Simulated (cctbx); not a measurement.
## Diagnosing a refinement

Cell a = 11.5400 Å, b = 3.8270 Å, c = 16.5980 Å, α = 90.00°, β = 90.00°, γ = 90.00°; space group Pnma (no. 62).

The data are simulated with cctbx, not measured: Mo Kα, λ = 0.71073 Å, to d = 0.77 Å, 95 % of the full sphere, strongest reflection 5000 counts, noise from counting, a 2 % proportional error and a noise floor of 4 counts (s.d.); no absorption.

An anisotropic refinement with weights 1/σ² prints:

```text
Rint 0.072, 954 unique reflections to 0.77 A
cycle     R1     wR2    GooF  max shift (A)
   1  0.1146  0.2283   4.793   0.01310
   2  0.1147  0.2246   4.716   0.00002
final R1 0.1147 wR2 0.2246 GooF 4.716  parameters 48  data/parameter 19.9
atom        x        y        z      Ueq    occ   su(xyz)  su(Uiso or U11)
Nd1    0.52264  0.75000  0.32038   0.0122  1.000  0.00021  0.0011
Nd2    0.85734  0.75000  0.40339   0.0104  1.000  0.00019  0.0010
Cu1    0.42142  0.75000  0.49786   0.0149  1.000  0.00049  0.0026
Mn1    0.79888  0.75000  0.63923   0.0137  1.000  0.00057  0.0032
S1     0.31445  0.75000  0.61038   0.0173  1.000  0.00097  0.0051
S2     0.59462  0.75000  0.57427   0.0169  1.000  0.00098  0.0053
S3     0.26081  0.75000  0.26912   0.0147  1.000  0.00096  0.0051
S4     0.51286  0.75000  0.80515   0.0141  1.000  0.00098  0.0050
difference map: max 43.70 min -3.50 rms 1.31
Q1    0.1055  0.7500  0.4659    4   44.65  2.82 A from Mn1
Q2    0.0273  0.7500  0.1738    4    4.71  0.11 A from Nd1
Q3    0.1576  0.2500  0.5828    4    4.07  0.29 A from Nd2
Q4    0.0751  0.2500  0.9841    4    3.95  0.23 A from Cu1
Q5    0.1576  0.2500  0.1047    4    2.53  0.34 A from S1
Q6    0.1681  0.2500  0.7325    4    2.41  1.02 A from S3
```

**Question.** Can this result stand? If not, what is the likely fault?

Mend it. The fault: an atom left out, S at (0.1058, 3/4, 0.4663). Against the right model at the same level, R1 goes from 0.0233 to 0.1147 and GooF from 0.94 to 4.72 and the top difference peak, 44.6 e/Å³, lies 2.82 Å from Mn1. Q1 is the missing atom. With scattering power missing, scale and phases suffer, so peaks may also grow on the heavy atoms.

The compound is Nd2MnCuS5. The right model at the same level gives:

```text
Rint 0.072, 954 unique reflections to 0.77 A
cycle     R1     wR2    GooF  max shift (A)
   1  0.0236  0.0453   0.955   0.00047
   2  0.0233  0.0446   0.939   0.00000
final R1 0.0233 wR2 0.0446 GooF 0.939  parameters 54  data/parameter 17.7
atom        x        y        z      Ueq    occ   su(xyz)  su(Uiso or U11)
Nd1    0.52273  0.75000  0.32039   0.0130  1.000  0.00004  0.0002
Nd2    0.85727  0.75000  0.40357   0.0113  1.000  0.00004  0.0002
Cu1    0.42174  0.75000  0.49730   0.0151  1.000  0.00009  0.0005
Mn1    0.79857  0.75000  0.63930   0.0140  1.000  0.00011  0.0006
S1     0.31529  0.75000  0.61049   0.0192  1.000  0.00020  0.0010
S2     0.59507  0.75000  0.57418   0.0196  1.000  0.00020  0.0011
S3     0.26056  0.75000  0.26989   0.0186  1.000  0.00020  0.0011
S4     0.51262  0.75000  0.80538   0.0187  1.000  0.00020  0.0011
S5     0.10559  0.75000  0.46615   0.0189  1.000  0.00020  0.0011
difference map: max 1.61 min -1.62 rms 0.33
Q1    0.0785  0.2500  0.7509    4    1.75  1.64 A from Nd1
Q2    0.1826  0.2500  0.9885    4    1.44  1.21 A from Cu1
Q3    0.2516  0.2500  0.7522    4    1.40  0.33 A from S3
Q4    0.0281  0.2500  0.7935    4    1.32  0.74 A from Nd1
Q5    0.2568  0.2500  0.5395    4    1.22  1.62 A from Nd2
Q6    0.1632  0.7500  0.4328    4    1.19  0.87 A from S5
```

This is a model crystal, built by substitution and not relaxed, with assumed displacement parameters.

[Middle refinement cycles are left out of these outputs.]

[Logs are printed without paths, hosts, clocks, repeated set-up lines and the standing remarks that a program may print on its own settings, such as how far it seeks lower states.]
